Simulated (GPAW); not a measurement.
# Se K-edge XANES of ZnSe (Stilleite, F-43m), part 3 of 3

Aim: the dependence of the Se K near-edge features of ZnSe (Stilleite, F-43m) on volume.

GPAW 26.7.0; X-ray absorption from dipole matrix elements to empty bands, plane-wave PAW PBE.

So far. Step 4 (Spectrum with FCH, Se atom 1): The energy difference (zero at 12693 eV) isn't read as a photon energy: for so heavy an absorber the terms left out (the hole's spin, the functional's error) amount to tens of eV or more. Step 6 (Spectrum with FCH, Se atom 1): The scaled spectrum changes by 5 % r.m.s. The highest intensity below 24 eV goes from 7.2 eV (1.47) to 7.4 eV (1.46).

### Step 8. Spectrum with FCH, Se atom 1

Shorter bonds are expected to push antibonding states and scattering resonances up, and longer ones down; the cell is scaled to test that.

Changed against the first core-hole run: volume scale from 1 to 0.97.

The input, xas.py:

```python
import numpy as np
from ase import Atoms
from ase.parallel import parprint, paropen
from gpaw import GPAW, PW, FermiDirac, Mixer, MixerDif, setup_paths
from gpaw.test import gen
setup_paths.insert(0, '.')
gen('Se', name='fch1s', xcname='PBE', corehole=(1, 0, 1), write_xml=True)
from gpaw.mpi import world
world.barrier()

atoms = Atoms('Se4Zn4',
    cell=[[0, 0, 5.6103476],
     [5.6103476, 0, 0],
     [0, 5.6103476, 0]],
    scaled_positions=[[0.75, 0.75, 0.75],
     [0.75, 0.25, 0.25],
     [0.25, 0.25, 0.75],
     [0.25, 0.75, 0.25],
     [0, 0, 0],
     [0, 0.5, 0.5],
     [0.5, 0.5, 0],
     [0.5, 0, 0.5]],
    pbc=True)
atoms.calc = calc = GPAW(legacy_gpaw=True, mode=PW(430, force_complex_dtype=True), xc='PBE', setups={0: 'fch1s'},
    kpts={'size': (3, 3, 3), 'gamma': True}, occupations=FermiDirac(0.02),
    charge=0, mixer=Mixer(0.1, 5, 50), maxiter=150,
    convergence={'density': 0.0001, 'eigenstates': 1e-6}, txt='scf.txt')
energy = atoms.get_potential_energy() + calc.get_reference_energy()
ef = calc.get_fermi_level()
out = dict(energy=energy, fermi=ef, forces=atoms.get_forces().tolist())
parprint(f'all-electron energy {energy:.4f} eV, Fermi level {ef:.4f} eV')
ev = np.array([[calc.get_eigenvalues(k, s) for k in range(len(calc.get_ibz_k_points()))] for s in range(calc.get_number_of_spins())])
out['homo'], out['lumo'], out['counts'] = ev[ev < ef].max(), ev[ev > ef].min(), sorted(set((ev < ef).sum((0, 2)).tolist()))
out['filled'] = (ev[:, 0] < ef).sum(1).tolist()

from ase.units import Ha
from gpaw.xas import dipole_matrix_elements
nb = int(calc.get_number_of_electrons() / 2) + 108
top, nb = nb, nb + 8 + nb // 12
nscf = calc.fixed_density(kpts={'size': (4, 4, 4), 'gamma': True}, nbands=nb,
    convergence={'bands': top, 'eigenstates': 5e-3}, maxiter=60, txt='nscf.txt')
cell = atoms.cell.array
ops = [cell.T @ U.T @ np.linalg.inv(cell.T) for U in nscf.wfs.kd.symmetry.op_scc]
filled = [36]  # bands filled in the ground state, by spin
E = np.arange(-6, 34, 0.1)
fwhm = np.interp(E, [4, 25], [2.33, 3.5])
Y, X, zero, highest = 0, 0, 1e9, 1e9
for spin in range(nscf.get_number_of_spins()):
    wfs = nscf.wfs
    mine = wfs.bd.get_slice()  # this rank's bands
    A = dipole_matrix_elements(wfs.setups[0])
    eps = np.zeros((wfs.kd.nibzkpts, nb))
    d = np.zeros((3, A.shape[1], wfs.kd.nibzkpts, nb), complex)
    for kpt in wfs.kpt_u:
        if kpt.s == spin and 0 in kpt.P_ani:
            eps[kpt.k, mine] = kpt.eps_n * Ha
            d[:, :, kpt.k, mine] = (kpt.weight * wfs.nspins / 2) ** 0.5 * np.inner(A, kpt.P_ani[0])
    world.sum(eps)
    world.sum(d)
    T = np.einsum('amkn,bmkn->abkn', d, d.conj()).real
    T = sum(np.einsum('ai,ijkn,bj->abkn', R, T, R) for R in ops) / len(ops)
    empty = np.ones_like(eps, bool) & (np.arange(nb) >= filled[spin])
    zero, highest = min(zero, eps[empty].min()), min(highest, eps[:, top - 1].min())
    lines = [(eps, T, empty)] if spin == 0 else lines + [(eps, T, empty)]
for eps, T, empty in lines:
    f = np.einsum('aakn->akn', T).reshape(3, -1)
    x = eps.ravel() - zero
    w = np.interp(x, E, fwhm) / 2.35482
    g = np.exp(-0.5 * ((E[:, None] - x) / w) ** 2) / (w * (2 * np.pi) ** 0.5)
    Y = Y + (f * empty.ravel()) @ g.T
    X = X + (f * ~empty.ravel()) @ g.T
out.update(E=E.round(2).tolist(), xas=Y.tolist(), xes=X.tolist(), zero=zero, valid=highest - zero, nk=len(eps), nb=nb)
for i in range(0, len(E), 10):
    parprint(f'{E[i]:7.2f}', *(f'{v:10.3e}' for v in Y[:, i]))
import json
with paropen('out.json', 'w') as f:
    json.dump(out, f)
```

The run is started by

```sh
OMP_NUM_THREADS=1 mpirun -n 4 gpaw python xas.py
```

Numbers of over 12 decimals in the logs are rounded to 6 here.

What it wrote:

```text
Input parameters:
  convergence: {density: 0.0001,
                eigenstates: 1e-06}
  kpts: {gamma: True,
         size: (3, 3, 3)}
  maxiter: 150
  mixer: {backend: pulay,
          beta: 0.1,
          method: separate,
          nmaxold: 5,
          weight: 50}
  mode: {ecut: 430.0,
         force_complex_dtype: True,
         name: pw}
  occupations: {fixmagmom: False,
                name: fermi-dirac,
[...]
*p    :     0.356378
*d    :     0.000000
--------------------------------

Diagonalizing with gridspacing h=0.050

state   all-electron     PAW
-------------------------------
4s:      -1.099374    -1.100023
4p:      -0.643622    -0.644201
*d:                   -0.133486
*f:                   -0.018142
-------------------------------
all-electron energy -447195.4552 eV, Fermi level 4.5825 eV
[...]
32.00  7.827e-08  7.827e-08  7.827e-08
  33.00  8.597e-08  8.597e-08  8.597e-08
[key lines of the parts left out:]
Converged after 17 iterations.
Dipole moment: (0.309928, 0.309922, 0.309928) |e|*Ang
Free energy:    -39.326927
Fermi level: 4.58249
```

Run time: 54 s. Hardware: 4 MPI ranks of Arm Neoverse V1, shared host; peak memory 0.28 GiB.

```csv
E (eV),first run,this run
-2.0,0.00,0.00
-1.0,0.01,0.01
0.0,0.10,0.10
1.0,0.43,0.44
2.0,1.00,1.00
3.0,1.36,1.35
4.0,1.39,1.40
5.0,1.38,1.39
6.0,1.40,1.39
7.0,1.46,1.46
8.0,1.40,1.40
9.0,1.12,1.12
10.0,0.81,0.83
11.0,0.62,0.64
12.0,0.62,0.62
13.0,0.77,0.75
14.0,0.93,0.91
15.0,0.98,0.98
16.0,0.97,0.97
17.0,0.97,0.97
18.0,0.95,0.95
19.0,0.86,0.87
20.0,0.81,0.80
21.0,0.86,0.82
22.0,0.95,0.92
23.0,0.96,0.95
24.0,0.90,0.90
25.0,0.92,0.89
26.0,1.04,1.00
27.0,1.10,1.11
28.0,1.00,1.06
29.0,0.84,0.89
30.0,0.78,0.77
31.0,0.84,0.79
32.0,0.95,0.89
```

Against the first run the r.m.s. difference is 2 %. The highest intensity below 24 eV stays at 7.2 eV.

The photon energy of the zero moves by +0.17 eV.

### Step 9. Supercell without a hole, the energy reference

The cell changes for the next run, so it gets a reference energy of its own.

The cell differs from the one that the last finished run ended in (a 5.610 → 5.724 Å, b 5.610 → 5.724 Å, c 5.610 → 5.724 Å).

The input, scf.py:

```python
import numpy as np
from ase import Atoms
from ase.parallel import parprint, paropen
from gpaw import GPAW, PW, FermiDirac, Mixer, MixerDif, setup_paths
from gpaw.test import gen
setup_paths.insert(0, '.')
gen('Se', name='nch1s', xcname='PBE', corehole=(1, 0, 0), write_xml=True)
from gpaw.mpi import world
world.barrier()

atoms = Atoms('Se4Zn4',
    cell=[[0, 0, 5.7237185],
     [5.7237185, 0, 0],
     [0, 5.7237185, 0]],
    scaled_positions=[[0.75, 0.75, 0.75],
     [0.75, 0.25, 0.25],
     [0.25, 0.25, 0.75],
     [0.25, 0.75, 0.25],
     [0, 0, 0],
     [0, 0.5, 0.5],
     [0.5, 0.5, 0],
     [0.5, 0, 0.5]],
    pbc=True)
atoms.calc = calc = GPAW(legacy_gpaw=True, mode=PW(430, force_complex_dtype=True), xc='PBE', setups={0: 'nch1s'},
    kpts={'size': (3, 3, 3), 'gamma': True}, occupations=FermiDirac(0.02),
    charge=0, mixer=Mixer(0.1, 5, 50), maxiter=150,
    convergence={'density': 0.0001, 'eigenstates': 1e-6}, txt='scf.txt')
energy = atoms.get_potential_energy() + calc.get_reference_energy()
ef = calc.get_fermi_level()
out = dict(energy=energy, fermi=ef, forces=atoms.get_forces().tolist())
parprint(f'all-electron energy {energy:.4f} eV, Fermi level {ef:.4f} eV')
ev = np.array([[calc.get_eigenvalues(k, s) for k in range(len(calc.get_ibz_k_points()))] for s in range(calc.get_number_of_spins())])
out['homo'], out['lumo'], out['counts'] = ev[ev < ef].max(), ev[ev > ef].min(), sorted(set((ev < ef).sum((0, 2)).tolist()))
out['filled'] = (ev[:, 0] < ef).sum(1).tolist()
import json
with paropen('out.json', 'w') as f:
    json.dump(out, f)
```

The run is started by

```sh
OMP_NUM_THREADS=1 mpirun -n 4 gpaw python scf.py
```

What it wrote:

```text
Input parameters:
  convergence: {density: 0.0001,
                eigenstates: 1e-06}
  kpts: {gamma: True,
         size: (3, 3, 3)}
  maxiter: 150
  mixer: {backend: pulay,
          beta: 0.1,
          method: separate,
          nmaxold: 5,
          weight: 50}
  mode: {ecut: 430.0,
         force_complex_dtype: True,
         name: pw}
  occupations: {fixmagmom: False,
                name: fermi-dirac,
[...]
4s(2) :    -0.634914     1.091049
*s    :     0.365086
4p(4) :    -0.239319     1.027021
*p    :     0.760681
*d    :     0.000000
--------------------------------

Diagonalizing with gridspacing h=0.050

state   all-electron     PAW
-------------------------------
4s:      -0.634914    -0.635422
4p:      -0.239319    -0.239692
*d:                    0.039336
*f:                    0.072876
-------------------------------
all-electron energy -459883.7396 eV, Fermi level 4.0447 eV
[key lines of the parts left out:]
Converged after 15 iterations.
Dipole moment: (-0.000003, -0.000003, -0.000003) |e|*Ang
Free energy:    -24.303622
Fermi level: 4.04471
```

The job ended after 11 s (4 MPI ranks; peak memory 0.2 GiB).

Reference energy: -459883.740 eV with the cores included.

### Step 10. Spectrum with FCH, Se atom 1

Shorter bonds are expected to push antibonding states and scattering resonances up, and longer ones down; the cell is scaled to test that.

Changed against the first core-hole run: volume scale from 1 to 1.03.

xas.py: that of step 8 with these lines changed.

```diff
@@ -11,5 +11,5 @@
 atoms = Atoms('Se4Zn4',
-    cell=[[0, 0, 5.6103476],
-     [5.6103476, 0, 0],
-     [0, 5.6103476, 0]],
+    cell=[[0, 0, 5.7237185],
+     [5.7237185, 0, 0],
+     [0, 5.7237185, 0]],
     scaled_positions=[[0.75, 0.75, 0.75],
@@ -37,3 +37,3 @@
 from gpaw.xas import dipole_matrix_elements
-nb = int(calc.get_number_of_electrons() / 2) + 108
+nb = int(calc.get_number_of_electrons() / 2) + 114
 top, nb = nb, nb + 8 + nb // 12
```

The run is started by

```sh
OMP_NUM_THREADS=1 mpirun -n 4 gpaw python xas.py
```

What it wrote:

```text
Input parameters:
  convergence: {density: 0.0001,
                eigenstates: 1e-06}
  kpts: {gamma: True,
         size: (3, 3, 3)}
  maxiter: 150
  mixer: {backend: pulay,
          beta: 0.1,
          method: separate,
          nmaxold: 5,
          weight: 50}
  mode: {ecut: 430.0,
         force_complex_dtype: True,
         name: pw}
  occupations: {fixmagmom: False,
                name: fermi-dirac,
[...]
*p    :     0.356378
*d    :     0.000000
--------------------------------

Diagonalizing with gridspacing h=0.050

state   all-electron     PAW
-------------------------------
4s:      -1.099374    -1.100023
4p:      -0.643622    -0.644201
*d:                   -0.133486
*f:                   -0.018142
-------------------------------
all-electron energy -447195.0943 eV, Fermi level 3.9173 eV
[...]
32.00  8.554e-08  8.554e-08  8.554e-08
  33.00  8.981e-08  8.981e-08  8.981e-08
[key lines of the parts left out:]
Converged after 17 iterations.
Dipole moment: (0.314043, 0.314043, 0.314043) |e|*Ang
Free energy:    -38.966076
Fermi level: 3.91727
```

Elapsed: 59 s, on 4 MPI ranks; peak memory 0.29 GiB.

```csv
E (eV),first run,this run
-2.0,0.00,0.00
-1.0,0.01,0.01
0.0,0.10,0.09
1.0,0.43,0.42
2.0,1.00,1.01
3.0,1.36,1.38
4.0,1.39,1.37
5.0,1.38,1.36
6.0,1.40,1.41
7.0,1.46,1.47
8.0,1.40,1.40
9.0,1.12,1.11
10.0,0.81,0.79
11.0,0.62,0.61
12.0,0.62,0.62
13.0,0.77,0.79
14.0,0.93,0.94
15.0,0.98,0.98
16.0,0.97,0.98
17.0,0.97,0.98
18.0,0.95,0.94
19.0,0.86,0.86
20.0,0.81,0.82
21.0,0.86,0.90
22.0,0.95,0.97
23.0,0.96,0.96
24.0,0.90,0.91
25.0,0.92,0.96
26.0,1.04,1.07
27.0,1.10,1.07
28.0,1.00,0.94
29.0,0.84,0.81
30.0,0.78,0.81
31.0,0.84,0.90
32.0,0.95,0.99
```

The scaled spectrum changes by 2 % r.m.s. The highest intensity below 24 eV stays at 7.2 eV.

The photon energy of the zero moves by -0.17 eV.

### Step 11. Supercell without a hole, the energy reference

The cell changes for the next run, so it gets a reference energy of its own.

The cell differs from the one that the last finished run ended in (a 5.724 → 5.779 Å, b 5.724 → 5.779 Å, c 5.724 → 5.779 Å).

scf.py: that of step 9 with these lines changed.

```diff
@@ -11,5 +11,5 @@
 atoms = Atoms('Se4Zn4',
-    cell=[[0, 0, 5.7237185],
-     [5.7237185, 0, 0],
-     [0, 5.7237185, 0]],
+    cell=[[0, 0, 5.77875763],
+     [5.77875763, 0, 0],
+     [0, 5.77875763, 0]],
     scaled_positions=[[0.75, 0.75, 0.75],
```

The run is started by

```sh
OMP_NUM_THREADS=1 mpirun -n 4 gpaw python scf.py
```

What it wrote:

```text
Input parameters:
  convergence: {density: 0.0001,
                eigenstates: 1e-06}
  kpts: {gamma: True,
         size: (3, 3, 3)}
  maxiter: 150
  mixer: {backend: pulay,
          beta: 0.1,
          method: separate,
          nmaxold: 5,
          weight: 50}
  mode: {ecut: 430.0,
         force_complex_dtype: True,
         name: pw}
  occupations: {fixmagmom: False,
                name: fermi-dirac,
[...]
4s(2) :    -0.634914     1.091049
*s    :     0.365086
4p(4) :    -0.239319     1.027021
*p    :     0.760681
*d    :     0.000000
--------------------------------

Diagonalizing with gridspacing h=0.050

state   all-electron     PAW
-------------------------------
4s:      -0.634914    -0.635422
4p:      -0.239319    -0.239692
*d:                    0.039336
*f:                    0.072876
-------------------------------
all-electron energy -459883.7248 eV, Fermi level 3.7424 eV
[key lines of the parts left out:]
Converged after 17 iterations.
Dipole moment: (0.000002, 0.000002, 0.000002) |e|*Ang
Free energy:    -24.288827
Fermi level: 3.74239
```

Wall time 12 s (4 MPI ranks); peak memory 0.2 GiB.

Reference energy: -459883.725 eV with the cores included.

### Step 12. Spectrum with FCH, Se atom 1

Shorter bonds are expected to push antibonding states and scattering resonances up, and longer ones down; the cell is scaled to test that.

Changed against the first core-hole run: volume scale from 1 to 1.06.

xas.py: that of step 10 with these lines changed.

```diff
@@ -11,5 +11,5 @@
 atoms = Atoms('Se4Zn4',
-    cell=[[0, 0, 5.7237185],
-     [5.7237185, 0, 0],
-     [0, 5.7237185, 0]],
+    cell=[[0, 0, 5.77875763],
+     [5.77875763, 0, 0],
+     [0, 5.77875763, 0]],
     scaled_positions=[[0.75, 0.75, 0.75],
@@ -37,3 +37,3 @@
 from gpaw.xas import dipole_matrix_elements
-nb = int(calc.get_number_of_electrons() / 2) + 114
+nb = int(calc.get_number_of_electrons() / 2) + 118
 top, nb = nb, nb + 8 + nb // 12
```

The run is started by

```sh
OMP_NUM_THREADS=1 mpirun -n 4 gpaw python xas.py
```

What it wrote:

```text
Input parameters:
  convergence: {density: 0.0001,
                eigenstates: 1e-06}
  kpts: {gamma: True,
         size: (3, 3, 3)}
  maxiter: 150
  mixer: {backend: pulay,
          beta: 0.1,
          method: separate,
          nmaxold: 5,
          weight: 50}
  mode: {ecut: 430.0,
         force_complex_dtype: True,
         name: pw}
  occupations: {fixmagmom: False,
                name: fermi-dirac,
[...]
*p    :     0.356378
*d    :     0.000000
--------------------------------

Diagonalizing with gridspacing h=0.050

state   all-electron     PAW
-------------------------------
4s:      -1.099374    -1.100023
4p:      -0.643622    -0.644201
*d:                   -0.133486
*f:                   -0.018142
-------------------------------
all-electron energy -447194.8495 eV, Fermi level 3.6133 eV
[...]
32.00  8.786e-08  8.786e-08  8.786e-08
  33.00  9.059e-08  9.059e-08  9.059e-08
[key lines of the parts left out:]
Converged after 19 iterations.
Dipole moment: (0.315634, 0.315634, 0.315634) |e|*Ang
Free energy:    -38.721320
Fermi level: 3.61326
```

The job ended after 62 s (4 MPI ranks; peak memory 0.3 GiB).

```csv
E (eV),first run,this run
-2.0,0.00,0.00
-1.0,0.01,0.01
0.0,0.10,0.09
1.0,0.43,0.42
2.0,1.00,1.01
3.0,1.36,1.39
4.0,1.39,1.36
5.0,1.38,1.34
6.0,1.40,1.41
7.0,1.46,1.48
8.0,1.40,1.40
9.0,1.12,1.10
10.0,0.81,0.78
11.0,0.62,0.60
12.0,0.62,0.63
13.0,0.77,0.80
14.0,0.93,0.94
15.0,0.98,0.98
16.0,0.97,0.99
17.0,0.97,0.98
18.0,0.95,0.94
19.0,0.86,0.86
20.0,0.81,0.85
21.0,0.86,0.93
22.0,0.95,0.99
23.0,0.96,0.95
24.0,0.90,0.93
25.0,0.92,1.00
26.0,1.04,1.08
27.0,1.10,1.03
28.0,1.00,0.89
29.0,0.84,0.81
30.0,0.78,0.85
31.0,0.84,0.95
32.0,0.95,1.03
```

Against the first run the r.m.s. difference is 4 %. The highest intensity below 24 eV stays at 7.2 eV.

The photon energy of the zero moves by -0.33 eV.

### Step 13. The volumes side by side

```csv
volume,nearest distance (Å),shift of the zero (eV),maximum 1 (eV above own zero),maximum 2 (eV above own zero),maximum 3 (eV above own zero)
0.94,2.404,+0.36,7.4,23.0,27.6
0.97,2.429,+0.17,7.2,22.8,27.2
1,2.454,+0.00,7.2,22.6,26.8
1.03,2.478,-0.17,7.2,22.4,26.6
1.06,2.502,-0.33,7.2,22.0,26.2
```

The curves, each shifted by its zero's change so that they share one photon-energy axis, counted from the zero at V × 1:

```csv
E (eV),V × 0.94,V × 0.97,V × 1,V × 1.03,V × 1.06
-2.0,0.00,0.00,0.00,0.00,0.00
-1.0,0.00,0.01,0.01,0.01,0.02
0.0,0.05,0.07,0.10,0.13,0.16
1.0,0.29,0.36,0.43,0.51,0.60
2.0,0.80,0.90,1.00,1.10,1.18
3.0,1.25,1.32,1.36,1.39,1.40
4.0,1.39,1.40,1.39,1.37,1.34
5.0,1.41,1.39,1.38,1.36,1.36
6.0,1.38,1.39,1.40,1.42,1.44
7.0,1.42,1.45,1.46,1.48,1.48
8.0,1.44,1.43,1.40,1.37,1.32
9.0,1.24,1.18,1.12,1.05,0.99
10.0,0.94,0.87,0.81,0.75,0.70
11.0,0.71,0.66,0.62,0.60,0.59
12.0,0.61,0.61,0.62,0.65,0.68
13.0,0.68,0.72,0.77,0.82,0.86
14.0,0.84,0.89,0.93,0.95,0.97
15.0,0.96,0.97,0.98,0.98,0.99
16.0,0.97,0.97,0.97,0.98,0.99
17.0,0.96,0.96,0.97,0.98,0.98
18.0,0.96,0.96,0.95,0.93,0.91
19.0,0.92,0.89,0.86,0.85,0.84
20.0,0.82,0.80,0.81,0.83,0.87
21.0,0.78,0.81,0.86,0.91,0.96
22.0,0.84,0.90,0.95,0.98,0.98
23.0,0.93,0.95,0.96,0.95,0.94
24.0,0.93,0.91,0.90,0.91,0.94
25.0,0.87,0.88,0.92,0.98,1.03
26.0,0.90,0.97,1.04,1.08,1.08
27.0,1.04,1.10,1.10,1.06,0.99
28.0,1.13,1.08,1.00,0.91,0.85
29.0,1.03,0.92,0.84,0.80,0.81
30.0,0.85,0.79,0.78,0.82,0.88
31.0,0.76,0.78,0.84,0.92,0.98
```

### Step 14. Summary of results

```
absorber and edge             : Se K, atom 1 of the ground-state input (counted from 1)
surroundings                  : 4 Zn at 2.45 Å (tetrahedral, site symmetry -43m)
highest intensity below 24 eV : 7.2 eV above the zero, height 1.47
```

**Reading.** From V × 0.94 to V × 1.06 the nearest distance grows by 0.098 Å and the zero moves by -0.68 eV. Above their own zero, the maxima move from 7.4 to 7.2 eV, from 23.0 to 22.0 eV and from 27.6 to 26.2 eV. The one highest in energy moves most, in the direction that the rule ΔE·R² ≈ constant for scattering resonances gives. The Se K edge of atom 1, with 4 Zn at 2.45 Å (tetrahedral, site symmetry -43m), has its highest intensity of the first 24 eV at 7.2 eV above the zero, 1.5 times the mean level of the first 20 eV (Gaussian full width 2.33 eV up to 4 eV, rising linearly to 3.5 eV at 25 eV). The script folds with a Gaussian, whereas the core hole's own line is a Lorentzian, so the onset is too steep and the first peak too high. The holes are only 5.7 Å apart, so the shape is probably not converged with cell size; no larger cell was run here. Lifetime broadening is put in by hand, and intensities beyond about 20 eV depend on it and on the partial waves. The structure is a published determination, not relaxed.

[Banner, clock and machine lines of the logs are left out without a mark of their own.]

[Logs are printed without paths, hosts, clocks, repeated set-up lines and the standing remarks that a program may print on its own settings, such as how far it seeks lower states.]

[Hosts, paths, dates, database ids (printed as entryN), source tags and the programs' standing remarks are cut or masked in the printed files.]

[Lists of maxima count a maximum above −3 eV only where it reaches 4 % of the highest in the window and stands out from its surroundings by 2 % of it (1.5 % where it reaches 55 %); shoulders and weaker maxima are passed over, and of the rest the first, up to two pre-edge ones and the few strongest are named.]
